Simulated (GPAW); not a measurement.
# Work function of 1T-SnSeTe monolayer at several levels, part 2 of 2

Aim: the work function of both faces of 1T-SnSeTe monolayer, and its spread over functionals and bases.

GPAW 26.7.0; GPAW, PAW setups; layer in a repeated cell with vacuum, relaxation of atoms and in-plane cell (the session's first sound run).

So far, upper work function (eV): step 3 (plane waves, PBE) 5.40; step 4 (GPAW, PAW setups) 5.62.

## (5) Self-consistent run: xc = "vdW-DF2"

The same geometry under vdW-DF2, to see how far the functional moves the levels against the vacuum (the van der Waals functionals take revPBE setups).

Contents of run.py:

```python
import json
import numpy as np
from ase import Atoms
from gpaw import GPAW, PW

slab = Atoms(
    ['Te', 'Sn', 'Se'],
    positions=[
        [1.98759, 1.14754, 8.00000],
        [0.00000, -0.00000, 9.85179],
        [-0.00000, 2.29508, 11.41093]],
    cell=[[3.97519, -0.0, 0.0], [-1.98759, 3.44261, 0.0], [0.0, 0.0, 19.4109]],
    pbc=[True, True, False])

slab.calc = GPAW(mode=PW(400), xc='vdW-DF2', kpts={'size': (9, 9, 1), 'gamma': True},
                 occupations={'name': 'fermi-dirac', 'width': 0.05}, nbands='200%',
                 convergence={'density': 1e-05}, maxiter=200,
                 poissonsolver={'dipolelayer': 'xy'},
                 symmetry={'tolerance': 1e-3}, txt='slab.txt')
result = {}
energy = slab.get_potential_energy()
fermi = slab.calc.get_fermi_level()
v = slab.calc.get_electrostatic_potential().mean((0, 1)) - fermi
n = slab.calc.get_pseudo_density().mean((0, 1))
L = slab.cell[2, 2]
z = np.arange(len(v)) * L / len(v)
low, high = slab.positions[:, 2].min(), slab.positions[:, 2].max()
below, above = np.interp([low - 5.8, high + 5.8], z, v)
slopes = [np.interp(x, z, np.gradient(v, z)) for x in (low - 5.8, high + 5.8)]
eps = np.array([[slab.calc.get_eigenvalues(k, s) for k in range(len(slab.calc.get_ibz_k_points()))]
                for s in range(slab.calc.get_number_of_spins())]) - fermi
top, bottom = eps[eps < 0].max(), eps[eps > 0].min()
dipole = slab.get_dipole_moment()[2]
print(f'energy {energy:.4f} eV, Fermi level {fermi:.4f} eV, dipole {dipole:.5f} e A')
print(f'potential 5.8 A off the faces, from the Fermi level: lower {below:.4f} eV, upper {above:.4f} eV')
print(f'slope of the potential there: lower {slopes[0]:.5f}, upper {slopes[1]:.5f} eV/A')
print(f'nearest levels on the mesh: {top:.4f} and {bottom:.4f} eV')
print('magnetic moment', round(slab.get_magnetic_moment(), 3))
result.update(energy=energy, fermi=fermi, dipole=dipole, below=below, above=above, slopes=slopes, edges=[top, bottom],
              z=z.tolist(), v=v.tolist(), n=n.tolist(), positions=slab.positions.tolist(),
              forces=slab.get_forces(apply_constraint=False).tolist(), moments=slab.get_magnetic_moments().tolist())
json.dump(result, open('result.json', 'w'))
```

Launch:

```console
OMP_NUM_THREADS=1 OPENBLAS_NUM_THREADS=1 python run.py
```

Wall time 30 s (1 thread of Arm Neoverse V2, shared host); peak memory 0.4 GiB.

This step gave:

* dipole along the normal: -0.03033 e·Å
* levels nearest the Fermi level on the mesh: -0.09913, 0.01471 eV from the Fermi level
* upper work function: 5.782 eV
* lower work function: 5.382 eV

Electrostatic potential energy of an electron (without an applied field's), less the Fermi level, planar mean against z:

```
z (Å)  electrostatic potential energy of an electron (without an applied field's), less the Fermi level, planar mean (eV)
  0.0                                                                                                                5.58
  0.5                                                                                                                5.38
  1.0                                                                                                                5.38
  1.5                                                                                                                5.38
  2.0                                                                                                                5.38
  2.5                                                                                                                5.38
  3.0                                                                                                                5.38
  3.5                                                                                                                5.38
  4.0                                                                                                                5.38
  4.5                                                                                                                5.38
  5.0                                                                                                                5.36
  5.5                                                                                                                5.32
  6.0                                                                                                                5.14
  6.5                                                                                                                4.46
  7.0                                                                                                                1.99
  7.5                                                                                                               -6.00
  8.0                                                                                                               -15.3
  8.5                                                                                                               -7.30
  9.0                                                                                                               -2.97
  9.5                                                                                                               -9.47
 10.0                                                                                                               -12.8
 10.5                                                                                                               -5.12
 11.0                                                                                                               -6.91
 11.5                                                                                                               -12.1
 12.0                                                                                                              -0.936
 12.5                                                                                                                4.08
 13.0                                                                                                                5.36
 13.5                                                                                                                5.68
 14.0                                                                                                                5.75
 14.5                                                                                                                5.77
 15.0                                                                                                                5.78
 15.5                                                                                                                5.78
 16.0                                                                                                                5.78
 16.5                                                                                                                5.78
 17.0                                                                                                                5.78
 17.5                                                                                                                5.78
 18.0                                                                                                                5.78
 18.5                                                                                                                5.78
 19.0                                                                                                                5.78
```

The upper face's work function is 5.782 eV, against 5.399 eV in the first plane-wave PBE run at this geometry.

## (6) Self-consistent run: xc = "RPBE"

The same geometry under RPBE, to see how far the functional moves the levels against the vacuum.

Edit run.py of step 5 so:

```diff
@@ -14,3 +14,3 @@
 
-slab.calc = GPAW(mode=PW(400), xc='vdW-DF2', kpts={'size': (9, 9, 1), 'gamma': True},
+slab.calc = GPAW(mode=PW(400), xc='RPBE', kpts={'size': (9, 9, 1), 'gamma': True},
                  occupations={'name': 'fermi-dirac', 'width': 0.05}, nbands='200%',
```

Run time: 23 s. Hardware: 1 thread; peak memory 0.22 GiB.

Numbers from this step:

* dipole along the normal: -0.02783 e·Å
* levels nearest the Fermi level on the mesh: -0.008535, 0.07488 eV from the Fermi level
* upper work function: 5.289 eV
* lower work function: 4.922 eV

The upper face's work function is 5.289 eV, against 5.399 eV in the first plane-wave PBE run at this geometry.

## (7) Self-consistent run: xc = "revPBE"

The same geometry under revPBE, to see how far the functional moves the levels against the vacuum.

Edit run.py of step 6 so:

```diff
@@ -14,3 +14,3 @@
 
-slab.calc = GPAW(mode=PW(400), xc='RPBE', kpts={'size': (9, 9, 1), 'gamma': True},
+slab.calc = GPAW(mode=PW(400), xc='revPBE', kpts={'size': (9, 9, 1), 'gamma': True},
                  occupations={'name': 'fermi-dirac', 'width': 0.05}, nbands='200%',
```

Elapsed: 23 s, on 1 thread; peak memory 0.22 GiB.

Numbers from this step:

```yaml
dipole_along_the_normal: -0.02755 e·Å
levels_nearest_the_fermi_level_on_the_mesh: -0.004532, 0.07849 eV from the Fermi level
upper_work_function: 5.291 eV
lower_work_function: 4.928 eV
```

The upper face's work function is 5.291 eV, against 5.399 eV in the first plane-wave PBE run at this geometry.

## (8) Self-consistent run: xc = "LDA"

The same geometry under LDA, to see how far the functional moves the levels against the vacuum.

Edit run.py of step 7 so:

```diff
@@ -14,3 +14,3 @@
 
-slab.calc = GPAW(mode=PW(400), xc='revPBE', kpts={'size': (9, 9, 1), 'gamma': True},
+slab.calc = GPAW(mode=PW(400), xc='LDA', kpts={'size': (9, 9, 1), 'gamma': True},
                  occupations={'name': 'fermi-dirac', 'width': 0.05}, nbands='200%',
```

Run time: 22 s. Hardware: 1 thread; peak memory 0.21 GiB.

Numbers from this step:

- dipole along the normal: -0.02759 e·Å
- levels nearest the Fermi level on the mesh: -0.1370, 0.02542 eV from the Fermi level
- upper work function: 5.663 eV
- lower work function: 5.299 eV

The upper face's work function is 5.663 eV, against 5.399 eV in the first plane-wave PBE run at this geometry.

## (9) Real-space grid: mode = "fd"

A real-space grid is a second complete basis, so it checks the plane-wave result.

Edit run.py of step 8 so:

```diff
@@ -3,3 +3,3 @@
 from ase import Atoms
-from gpaw import GPAW, PW
+from gpaw import GPAW
 
@@ -14,3 +14,3 @@
 
-slab.calc = GPAW(mode=PW(400), xc='LDA', kpts={'size': (9, 9, 1), 'gamma': True},
+slab.calc = GPAW(mode='fd', h=0.18, xc='PBE', kpts={'size': (9, 9, 1), 'gamma': True},
                  occupations={'name': 'fermi-dirac', 'width': 0.05}, nbands='200%',
```

Elapsed: 91 s, on 1 thread; peak memory 0.56 GiB.

This step gave:

```yaml
dipole_along_the_normal: -0.02744 e·Å
levels_nearest_the_fermi_level_on_the_mesh: -0.07801, 0.005800 eV from the Fermi level
upper_work_function: 5.397 eV
lower_work_function: 5.033 eV
```

The upper face's work function is 5.397 eV, against 5.399 eV in the first plane-wave PBE run at this geometry.

## (10) Atomic orbitals: mode = "lcao"

Atom-centred orbitals end a few angstrom from the surface, which tests how much the density's tail matters.

Edit run.py of step 9 so:

```diff
@@ -14,4 +14,4 @@
 
-slab.calc = GPAW(mode='fd', h=0.18, xc='PBE', kpts={'size': (9, 9, 1), 'gamma': True},
-                 occupations={'name': 'fermi-dirac', 'width': 0.05}, nbands='200%',
+slab.calc = GPAW(mode='lcao', basis='dzp', h=0.18, xc='PBE', kpts={'size': (9, 9, 1), 'gamma': True},
+                 occupations={'name': 'fermi-dirac', 'width': 0.05}, nbands='120%',
                  convergence={'density': 1e-05}, maxiter=200,
```

Run time: 21 s. Hardware: 1 thread; peak memory 0.3 GiB.

Numbers from this step:

* dipole along the normal: -0.02322 e·Å
* levels nearest the Fermi level on the mesh: -0.007341, 0.07043 eV from the Fermi level
* upper work function: 5.180 eV
* lower work function: 4.871 eV

The upper face's work function is 5.180 eV, against 5.399 eV in the first plane-wave PBE run at this geometry.

## (11) The ladder

Times are for 1 thread of Arm Neoverse V2, shared host. The runs compared:

```csv
no.,run,upper work function (eV),lower work function (eV),time,memory (GiB)
1,pw,5.399,5.032,23 s,0.22
2,optPBE vdW,5.616,5.236,30 s,0.4
3,vdW DF2,5.782,5.382,30 s,0.4
4,RPBE,5.289,4.922,23 s,0.22
5,revPBE,5.291,4.928,23 s,0.22
6,LDA,5.663,5.299,22 s,0.21
7,fd,5.397,5.033,91 s,0.56
8,lcao,5.180,4.871,21 s,0.3
```

## (12) Side by side

Results and costs are gathered.

This step: comparison of work functions, dipole and cost (GPAW 26.7.0).

Ladder, by row:

| step | code | work function, upper (eV) | work function, lower (eV) | dipole (e Å) | wall time (s) | peak memory (GiB) | threads |
| --- | --- | --- | --- | --- | --- | --- | --- |
| pw | GPAW | 5.399 | 5.032 | -0.02783 | 22.74 | 0.22 | 1 |
| optPBE-vdW | GPAW | 5.616 | 5.236 | -0.02883 | 29.7 | 0.4 | 1 |
| vdW-DF2 | GPAW | 5.782 | 5.382 | -0.03033 | 30.42 | 0.4 | 1 |
| RPBE | GPAW | 5.289 | 4.922 | -0.02783 | 22.67 | 0.22 | 1 |
| revPBE | GPAW | 5.291 | 4.928 | -0.02755 | 22.7 | 0.22 | 1 |
| LDA | GPAW | 5.663 | 5.299 | -0.02759 | 21.74 | 0.21 | 1 |
| fd | GPAW | 5.397 | 5.033 | -0.02744 | 90.88 | 0.56 | 1 |
| lcao | GPAW | 5.18 | 4.871 | -0.02322 | 20.66 | 0.3 | 1 |

## (13) Summary of results

```json
{"work function, upper and lower face": "5.399 and 5.032 eV", "dipole along the normal": "-0.0278 e Å"}
```

In words: With plane waves and PBE the work function is 5.40 eV on the upper face and 5.03 eV on the lower. The two faces differ by 0.37 eV, the step that the slab's dipole makes (e p/(ε0 A) gives 0.37 eV), so the dipole layer is needed. Over the sound runs of the table the upper face's work function spans 5.180 (lcao) to 5.782 eV (vdW-DF2). Atomic orbitals miss the plane-wave value by -0.22 eV, since they describe the tail of the density in the vacuum poorly. The starting lattice was a guess from atomic radii; the relaxation moved it by 4 %. The relaxation of atoms and cell ran in a fully periodic cell without the dipole layer, so the atoms of this polar layer felt a small spurious field. The layer's cell and atoms come from the relaxation; spin-orbit coupling and temperature are left out.

[Logs are printed without paths, hosts, clocks, repeated set-up lines and the standing remarks that a program may print on its own settings, such as how far it seeks lower states.]

[Hosts, paths, dates, database ids (printed as entryN), source tags and the programs' standing remarks are cut or masked in the printed files.]
